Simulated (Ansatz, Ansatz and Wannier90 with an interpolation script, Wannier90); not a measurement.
# CsCdCl3 (Pm-3m): what limits a Wannier interpolation of GW

Wanted: errors and cost of interpolated bands of CsCdCl3 (Pm-3m) under coarser or faulty settings.

Method: maximally localised Wannier functions from the overlaps of LDA states (plane waves, PAW), in Wannier90 4.0.3.

The database entry behind the starting cell is an old determination (1928), so it need not match the best structure at ambient conditions.

**1. Set-up**

Symmetry: Pm-3m, No. 221, cubic system. Conventional cell: a = 5.200 Å, b = 5.200 Å, c = 5.200 Å, α = 90.00°, β = 90.00°, γ = 90.00°. Nearest to Cs lie 12 Cl at 3.68 Å. Nearest to Cd lie 6 Cl at 2.60 Å. Nearest to Cl lie 2 Cd at 2.60 Å and 4 Cs at 3.68 Å. Farther neighbours and most contacts between anions are not listed.

Structure file:

```cif
data_structure
_symmetry_space_group_name_H-M 'P 1'
_symmetry_Int_Tables_number 1
_cell_length_a 5.2000
_cell_length_b 5.2000
_cell_length_c 5.2000
_cell_angle_alpha 90.000
_cell_angle_beta 90.000
_cell_angle_gamma 90.000
_cell_volume 140.61
loop_
_atom_site_label
_atom_site_type_symbol
_atom_site_fract_x
_atom_site_fract_y
_atom_site_fract_z
_atom_site_occupancy
Cs1 Cs 0.00000 0.00000 0.00000 1
Cd2 Cd 0.50000 0.50000 0.50000 1
Cl3 Cl 0.00000 0.50000 0.50000 1
Cl4 Cl 0.50000 0.00000 0.50000 1
Cl5 Cl 0.50000 0.50000 0.00000 1
```

The cell and positions come from the Crystallography Open Database and are kept as given unless a step says otherwise. Spin-orbit coupling is left out unless a step names it.

**2. Wannier model on 8×8×8, by Wannier90**

Localised functions give a small Hamiltonian that interpolates between mesh points at no cost.

File w.win:

```
num_iter = 1200
conv_tol = 1.0e-8
conv_window = 5
dis_num_iter = 4000
dis_conv_tol = 1.0e-8
dis_mix_ratio = 0.7
write_hr = true
use_ws_distance = false
num_print_cycles = 50
! ansatz wannier90 interface
! projections by site (counted from 0) and shell: 1 5S, 2 3P, 3 3P, 4 3P
! states of the run's bands (counted from 1): 1-33
num_bands = 33
num_wann  = 10
dis_win_min = -1.62
dis_win_max = 12.17
dis_froz_min = -1.62
dis_froz_max = 5.71
guiding_centres = true

begin unit_cell_cart
Ang
                      5.2                      0.0                      0.0
                      0.0                      5.2                      0.0
                      0.0                      0.0                      5.2
end unit_cell_cart

begin atoms_frac
Cs                       0.0                      0.0                      0.0
Cd                       0.5                      0.5                      0.5
Cl                       0.0                      0.5                      0.5
Cl                       0.5                      0.0                      0.5
Cl                       0.5                      0.5                      0.0
end atoms_frac

mp_grid = 8 8 8

[... the mesh's points ...]
```

Launch:

```
$ OMP_NUM_THREADS=1 mpirun -n 4 wannier90.x w > wannier90.x.log
```

Numbers of over 12 decimals in the logs are rounded to 6 here.

What it wrote:

```text
TEM
                                    ------

                              Lattice Vectors (Ang)
                    a_1     5.200000   0.000000   0.000000
                    a_2     0.000000   5.200000   0.000000
                    a_3     0.000000   0.000000   5.200000

                   Unit Cell Volume:     140.60800  (Ang^3)

                        Reciprocal-Space Vectors (Ang^-1)
                    b_1     1.208305   0.000000   0.000000
                    b_2     0.000000   1.208305   0.000000
                    b_3     0.000000   0.000000   1.208305

 *----------------------------------------------------------------------------*
 |   Site       Fractional Coordinate          Cartesian Coordinate (Ang)     |
 +----------------------------------------------------------------------------+
 | cs   1   0.00000   0.00000   0.00000   |    0.00000   0.00000   0.00000    |
 | cd   1   0.50000   0.50000   0.50000   |    2.60000   2.60000   2.60000    |
 | cl   1   0.00000   0.50000   0.50000   |    0.00000   2.60000   2.60000    |
 | cl   2   0.50000   0.00000   0.50000   |    2.60000   0.00000   2.60000    |
 | cl   3   0.50000   0.50000   0.00000   |    2.60000   2.60000   0.00000    |
 *----------------------------------------------------------------------------*
                                ------------
                                K-POINT GRID
                                ------------

             Grid size =  8 x  8 x  8      Total points =  512

 *---------------------------------- MAIN ------------------------------------*
 |  Number of Wannier Functions               :                10             |
 |  Number of Objective Wannier Functions     :                10             |
 |  Number of input Bloch states              :                33             |
 |  Output verbosity (1=low, 5=high)          :                 1             |
 |  Timing Level (1=low, 5=high)              :                 1             |
 |  Optimisation (0=memory, 3=speed)          :                 3             |
 |  Length Unit                               :               Ang             |
 |  Post-processing setup (write *.nnkp)      :                 F             |
 |  Using Gamma-only branch of algorithms     :                 F             |
 *----------------------------------------------------------------------------*
 *------------------------------- WANNIERISE ---------------------------------*
 |  Total number of iterations                :              1200             |
 |  Number of CG steps before reset           :                 5             |
 |  Trial step length for line search         :             2.000             |
 |  Convergence tolerence                     :         0.100E-07             |
 |  Convergence window                        :                 5             |
[...]
Final Omega_I    21.53592693 (Ang^2)

 +----------------------------------------------------------------------------+

 Writing checkpoint file w.chk... done

 *------------------------------- WANNIERISE ---------------------------------*
 +--------------------------------------------------------------------+<-- CONV
 | Iter  Delta Spread     RMS Gradient      Spread (Ang^2)      Time  |<-- CONV
 +--------------------------------------------------------------------+<-- CONV

 ------------------------------------------------------------------------------
 Initial State
  WF centre and spread    1  (  2.600000,  2.600000,  2.600000 )     3.89583249
  WF centre and spread    2  ( -0.000000,  2.600000,  2.600000 )     1.76942331
  WF centre and spread    3  ( -0.000000,  2.600000,  2.600000 )     2.48114717
[...]
Sum of centres and spreads ( 18.200000, 18.200000, 18.200000 )    21.95581388

      0     0.220E+02     0.0000000000       21.9558138775       1.68  <-- CONV
        O_D=      0.0000000 O_OD=      0.4198869 O_TOT=     21.9558139 <-- SPRD
 ------------------------------------------------------------------------------
 Cycle:      1
[...]
Sum of centres and spreads ( 18.200000, 18.200000, 18.200000 )    21.93154097

      1    -0.243E-01     0.1194493363       21.9315409748       1.70  <-- CONV
        O_D=      0.0000000 O_OD=      0.3956140 O_TOT=     21.9315410 <-- SPRD
 Delta: O_D=  0.3943533E-20 O_OD= -0.2427290E-01 O_TOT= -0.2427290E-01 <-- DLTA
 ------------------------------------------------------------------------------

             <<<     Delta < 1.000E-08  over  5 iterations     >>>
             <<< Wannierisation convergence criteria satisfied >>>

 Final State
[...]
WF centre and spread    9  (  2.600000,  2.600000,  0.000000 )     1.76754665
  WF centre and spread   10  (  2.600000,  2.600000,  0.000000 )     1.76754665
  Sum of centres and spreads ( 18.200000, 18.200000, 18.200000 )    21.85178728

         Spreads (Ang^2)       Omega I      =    21.535926928
        ================       Omega D      =     0.000000000
                               Omega OD     =     0.315860350
    Final Spread (Ang^2)       Omega Total  =    21.851787278
 ------------------------------------------------------------------------------

 Writing checkpoint file w.chk... done

 *---------------------------------------------------------------------------*
 |                               PLOTTING                                    |
 *---------------------------------------------------------------------------*

 *===========================================================================*
 |                             TIMING INFORMATION                            |
 *===========================================================================*
 |    Tag                                                Ncalls      Time (s)|
 |---------------------------------------------------------------------------|
 |kmesh: get                                        :         1         0.142|
 |overlap: read                                     :         1         2.593|
 |dis: main                                         :         1         1.719|
 |wann: main                                        :         1         0.699|
 |plot: main                                        :         1         0.145|
 *---------------------------------------------------------------------------*
 All done: wannier90 exiting
```

Wall time 6.4 s (4 MPI ranks of Arm Neoverse V1, shared host).

This step gave:

```
gauge-invariant spread     : 21.54 Å²
diagonal spread            : 0 Å²
off-diagonal spread        : 0.3159 Å²
total spread               : 21.85 Å²
disentanglement steps      : 185
r.m.s. interpolation error : 4.42e-4 eV
r.m.s. error near the gap  : 3.96e-4 eV
```

Near the gap the model misses directly solved bands by 0.4 meV r.m.s. and by 4 meV at most in the window tested. This tests the starting bands, not the corrections carried with them.

**3. Wannier model on 8×8×8, by the program's own minimiser**

This step: maximally localised Wannier functions, LDA, plane waves, PAW.

File input.yaml:

```yaml
crystal:
  lattice:
    - [5.2, 0.0, 0.0]
    - [0.0, 5.2, 0.0]
    - [0.0, 0.0, 5.2]
  atoms:
    - { symbol: Cs, position: [0.0, 0.0, 0.0] }
    - { symbol: Cd, position: [0.5, 0.5, 0.5] }
    - { symbol: Cl, position: [0.0, 0.5, 0.5] }
    - { symbol: Cl, position: [0.5, 0.0, 0.5] }
    - { symbol: Cl, position: [0.5, 0.5, 0.0] }
kpoints:
  mp_grid: { grid: [4, 4, 4] }
hamiltonian:
  xc: lda
scf:
  occupations: { method: fixed }
  n_extra_bands: 74
output:
  wannier:
    kmesh: [8, 8, 8]
    projections: [{ species: Cd, l: s, shell: 5 }, { species: Cl, l: p, shell: 3 }]
    minimise: true
    write_hr: true
    seedname: w
    conv_tol: 1.0e-06
    max_iter: 20000
    stability_check: false
    disentanglement:
      window: [-1.62, 12.17]
      frozen_window: [-1.62, 5.71]
      conv_tol: 1.0e-08
```

Launch:

```
$ ansatz run input.yaml --threads 4 --pin off --max-ram 18432MiB --backend cpu --events-out ev --progress --plain --runs-dir out
```

What it wrote:

```text
scf.n_extra_bands = 74 over 25 filled bands (N_el = 50.0): the run solves 99 bands
Engine: ansatz 0.2.0, aarch64-unknown-linux-gnu
Pseudopotentials: kind: paw
Pseudopotential: Cs, paw, valence charge 9, recommended cutoff 420 eV (normal), Cs.paw.azcp
Pseudopotential: Cd, paw, valence charge 20, recommended cutoff 420 eV (normal), Cd.paw.azcp
Pseudopotential: Cl, paw, valence charge 7, recommended cutoff 420 eV (normal), Cl.paw.azcp
Functional definition: SPW92
  exchange = slater_x
  correlation = pw_c
Crystal: 5 atoms, lattice volume = 140.608 Å³
Basis set: ecut = 420 eV, 2777 PW (Γ)
Bands: 99, of which v1, the nominal top of the filled ones, is band 25 counted from 1 (24 counted from 0)
Symmetry: 48 space group operations
Space group: Pm-3m (ITA 221), of the structure as read, at distance tolerance 5.2e-5 Å
k-points: 10 of 64
Non-local potential: Cs, projectors of the file, l = 0: 3, l = 1: 2, l = 2: 2, l = 3: 2
Non-local potential: Cd, projectors of the file, l = 0: 3, l = 1: 2, l = 2: 2, l = 3: 1
Non-local potential: Cl, projectors of the file, l = 0: 2, l = 1: 2, l = 2: 2
PAW form: soft (Blöchl's): semilocal exchange-correlation on the pseudo side does not see the compensation charge
PAW frozen core: Cs, regenerated for the run's functional, and the local potential with it (the file was generated under x = pbe(κ = 0.804, μ = 0.219515), c = pbe(β = 0.066725))
PAW frozen core: Cd, regenerated for the run's functional, and the local potential with it (the file was generated under x = pbe(κ = 0.804, μ = 0.219515), c = pbe(β = 0.066725))
[...]
SCF 1 converged in 6 iterations: F = -16762.426182 eV  dr2 = 6.87e-8
[...]
NSCF: frozen V_eff on 38 k-points
the Wannier pass solved 38 of the 512 points of its mesh, and has the states at the others by symmetry: states obtained by the crystal's operations at points that were solved too leave a residual of 5.00e-13 eV (read by the count's bands and the next), within 5.56e-6 eV
SCF converged after 6 iterations
Free energy (F): -16762.426182 eV
Harris-Foulkes:  -16762.426182 eV  (|F-HF|=2.55e-8)
Internal energy: -16762.426182 eV  (E = F + TS)
E sigma→0 (E₀):  -16762.426182 eV
Fermi energy:    3.696862 eV
--- Per-component energies (eV) ---
  E_band       = -629.881027
  E_kinetic    = 1130.387314
  E_local      = -5640.936082  (includes V_loc(G=0)·N_el)
  E_nonlocal   = 165.995795
  E_hartree    = 2493.988156
  E_xc         = -665.458689
  E_vxc        = -711.576526  (∫ρ·V_xc dr)
  E_paw        = -10727.634202  (= ΣΔE_a)
  E_vpaw       = -561.732029  (= ΣTr[D̂ρ^β])
  E_aug_tail   = 0.000305  (compensation charges beyond the density's cutoff)
  E_ewald      = -3520.377381
  E_core_change = 1.608600  (= ΣΔE_core)
  E_smearing   = -0.000000  (= −TS)
  E_closure    = -0.000000  (closes the sum)
  Σ components = -16762.426182   (vs F -16762.426182, Δ=0.00e0)
--- Band table (eV; the first three rows and the last of 10) ---
  k-point 0: bands = [... 21 lower, 2.7812, 3.1106, 3.1106, 3.1106, 5.2076, 9.2589, 9.5908, 9.5908, ... 70 higher]
  k-point 1: bands = [... 21 lower, 2.7430, 2.7430, 3.0125, 3.0125, 6.4044, 9.9278, 10.1751, 10.2588, ... 70 higher]
  k-point 2: bands = [... 21 lower, 2.7886, 2.7886, 2.8411, 2.8411, 7.9504, 10.6177, 10.9256, 11.4345, ... 70 higher]
  k-point 9: bands = [... 21 lower, 3.4249, 3.4249, 3.6969, 3.6969, 9.3457, 9.3457, 9.3457, 10.9459, ... 70 higher]
Wannier search: line search 1 of at most 20000: gauge-dependent spread (as the search counts it) 0.3956933 Å², largest recent change 2.4e-2 Å² against conv_tol 1.0e-6 Å², 0 stops escaped
```

Run time: 27 s. Hardware: 4 threads; peak memory 2.7 GiB; 1.7 min of CPU time.

Numbers from this step:

- gauge-invariant spread: 21.54 Å²
- diagonal spread: 1.89e-25 Å²
- off-diagonal spread: 0.3160 Å²
- total spread: 21.85 Å²
- least projectability: 0.5425
- localisation steps: 35
- disentanglement steps: 166
- r.m.s. interpolation error: 4.41e-4 eV
- r.m.s. error near the gap: 3.95e-4 eV

Near the gap the model misses directly solved bands by 0.4 meV r.m.s. and by 4 meV at most in the window tested. This tests the starting bands, not the corrections carried with them.

Frozen up to 2.01 eV; above it the model need not follow the bands. Electronic bands along the path, in eV, zero at the valence-band top; v1 is the highest filled band, c1 the lowest empty one:

```
    point     v4     v3     v2     v1    c1
        Γ  -0.92  -0.59  -0.59  -0.59  1.51
  halfway  -0.95  -0.95  -0.68  -0.68  2.71
        X  -0.91  -0.91  -0.86  -0.86  4.26
  halfway  -1.01  -0.98  -0.54  -0.53  4.75
        M  -1.07  -1.07  -0.29  -0.01  6.04
  halfway  -1.02  -0.80  -0.80  -0.42  3.46
        Γ  -0.92  -0.59  -0.59  -0.59  1.51
  halfway  -1.22  -0.61  -0.46  -0.46  3.96
        R  -0.27  -0.27   0.00   0.00  7.84
  halfway  -0.65  -0.57  -0.55  -0.50  5.20
        X  -0.91  -0.91  -0.86  -0.86  4.26
jump to R  -0.27  -0.27   0.00   0.00  7.84
  halfway  -0.59  -0.59  -0.28   0.00  6.38
        M  -1.07  -1.07  -0.29  -0.01  6.04
```

The same for Kohn-Sham, solved directly:

| point | v4 | v3 | v2 | v1 | c1 |
| --- | --- | --- | --- | --- | --- |
| Γ | -0.92 | -0.59 | -0.59 | -0.59 | 1.51 |
| X | -0.91 | -0.91 | -0.86 | -0.86 | 4.25 |
| M | -1.07 | -1.07 | -0.29 | -0.01 | 6.04 |
| Γ | -0.92 | -0.59 | -0.59 | -0.59 | 1.51 |
| R | -0.27 | -0.27 | 0.00 | 0.00 | 5.65 |
| X | -0.91 | -0.91 | -0.86 | -0.86 | 4.25 |
| R | -0.27 | -0.27 | 0.00 | 0.00 | 5.65 |
| M | -1.07 | -1.07 | -0.29 | -0.01 | 6.04 |

**4. Wannier model on 4×4×4, by Wannier90**

This step: maximally localised Wannier functions from the overlaps of LDA states (plane waves, PAW).

w.win, as its differences from that of step 2:

```diff
@@ -11,4 +11,4 @@
 ! projections by site (counted from 0) and shell: 1 5S, 2 3P, 3 3P, 4 3P
-! states of the run's bands (counted from 1): 1-33
-num_bands = 33
+! states of the run's bands (counted from 1): 1-32
+num_bands = 32
 num_wann  = 10
@@ -35,3 +35,3 @@
 
-mp_grid = 8 8 8
+mp_grid = 4 4 4
```

Launch:

```
$ OMP_NUM_THREADS=1 mpirun -n 4 wannier90.x w > wannier90.x.log
```

What it wrote:

```text
[banner, memory and clock lines left out]
TEM
                                    ------

                              Lattice Vectors (Ang)
                    a_1     5.200000   0.000000   0.000000
                    a_2     0.000000   5.200000   0.000000
                    a_3     0.000000   0.000000   5.200000

                   Unit Cell Volume:     140.60800  (Ang^3)

                        Reciprocal-Space Vectors (Ang^-1)
                    b_1     1.208305   0.000000   0.000000
                    b_2     0.000000   1.208305   0.000000
                    b_3     0.000000   0.000000   1.208305

 *----------------------------------------------------------------------------*
 |   Site       Fractional Coordinate          Cartesian Coordinate (Ang)     |
 +----------------------------------------------------------------------------+
 | cs   1   0.00000   0.00000   0.00000   |    0.00000   0.00000   0.00000    |
 | cd   1   0.50000   0.50000   0.50000   |    2.60000   2.60000   2.60000    |
 | cl   1   0.00000   0.50000   0.50000   |    0.00000   2.60000   2.60000    |
 | cl   2   0.50000   0.00000   0.50000   |    2.60000   0.00000   2.60000    |
 | cl   3   0.50000   0.50000   0.00000   |    2.60000   2.60000   0.00000    |
 *----------------------------------------------------------------------------*
                                ------------
                                K-POINT GRID
                                ------------

             Grid size =  4 x  4 x  4      Total points =   64

 *---------------------------------- MAIN ------------------------------------*
 |  Number of Wannier Functions               :                10             |
 |  Number of Objective Wannier Functions     :                10             |
[...]
Sum of centres and spreads ( 18.200000, 18.200000, 18.200000 )    20.31172759

      1    -0.330E-01     0.2361954976       20.3117275944       0.06  <-- CONV
        O_D=      0.0000000 O_OD=      0.4726611 O_TOT=     20.3117276 <-- SPRD
 Delta: O_D=  0.2042856E-21 O_OD= -0.3304015E-01 O_TOT= -0.3304015E-01 <-- DLTA

             <<<     Delta < 1.000E-08  over  5 iterations     >>>
             <<< Wannierisation convergence criteria satisfied >>>

 Final State
[...]
WF centre and spread    9  (  2.600000,  2.600000,  0.000000 )     1.70199906
  WF centre and spread   10  (  2.600000,  2.600000,  0.000000 )     1.70199906
  Sum of centres and spreads ( 18.200000, 18.200000, 18.200000 )    20.26869828

         Spreads (Ang^2)       Omega I      =    19.839066456
        ================       Omega D      =     0.000000000
                               Omega OD     =     0.429631820
    Final Spread (Ang^2)       Omega Total  =    20.268698276

 Writing checkpoint file w.chk... done

 *---------------------------------------------------------------------------*
 |                               PLOTTING                                    |
 *---------------------------------------------------------------------------*

 *===========================================================================*
 |                             TIMING INFORMATION                            |
 *===========================================================================*
 |    Tag                                                Ncalls      Time (s)|
 |---------------------------------------------------------------------------|
 |kmesh: get                                        :         1         0.020|
 |overlap: read                                     :         1         0.303|
 |dis: main                                         :         1         0.066|
 |wann: main                                        :         1         0.032|
 |plot: main                                        :         1         0.025|
 *---------------------------------------------------------------------------*
 All done: wannier90 exiting
```

Wall time 1 s (4 MPI ranks).

Numbers from this step:

```
gauge-invariant spread     : 19.84 Å²
diagonal spread            : 0 Å²
off-diagonal spread        : 0.4296 Å²
total spread               : 20.27 Å²
disentanglement steps      : 54
r.m.s. interpolation error : 0.007953 eV
r.m.s. error near the gap  : 0.005518 eV
```

Near the gap the model misses directly solved bands by 5.5 meV r.m.s. and by 42 meV at most in the window tested. This tests the starting bands, not the corrections carried with them.

Frozen up to 2.01 eV; above it the model need not follow the bands. The electronic bands at the labelled points (eV, zero at the valence-band top; v1 is the highest filled band, c1 the lowest empty one):

```
    point     v4     v3     v2     v1    c1
        Γ  -0.92  -0.59  -0.59  -0.59  1.51
  halfway  -0.95  -0.95  -0.68  -0.68  2.71
        X  -0.91  -0.91  -0.86  -0.86  4.25
  halfway  -1.01  -0.98  -0.54  -0.53  4.75
        M  -1.07  -1.07  -0.29  -0.01  6.04
  halfway  -1.02  -0.80  -0.80  -0.42  3.44
        Γ  -0.92  -0.59  -0.59  -0.59  1.51
  halfway  -1.22  -0.61  -0.46  -0.46  3.94
        R  -0.27  -0.27   0.00   0.00  7.84
  halfway  -0.65  -0.57  -0.55  -0.50  5.15
        X  -0.91  -0.91  -0.86  -0.86  4.25
jump to R  -0.27  -0.27   0.00   0.00  7.84
  halfway  -0.59  -0.59  -0.28   0.00  6.35
        M  -1.07  -1.07  -0.29  -0.01  6.04
```

The same for Kohn-Sham, solved directly:

(Unchanged from step 3.)

(Continued in part 2 of 2.)

[Paths, hosts, dates, memory and timing lines, banners, echoed tables and standing remarks are left out of the program output.]

[Logs are printed without paths, hosts, clocks, repeated set-up lines and the standing remarks that a program may print on its own settings, such as how far it seeks lower states.]

[Runs of the session that timed out or met a known fault of the program may be left out.]

[Hosts, paths, dates, database ids (printed as entryN), source tags and the programs' standing remarks are cut or masked in the printed files.]
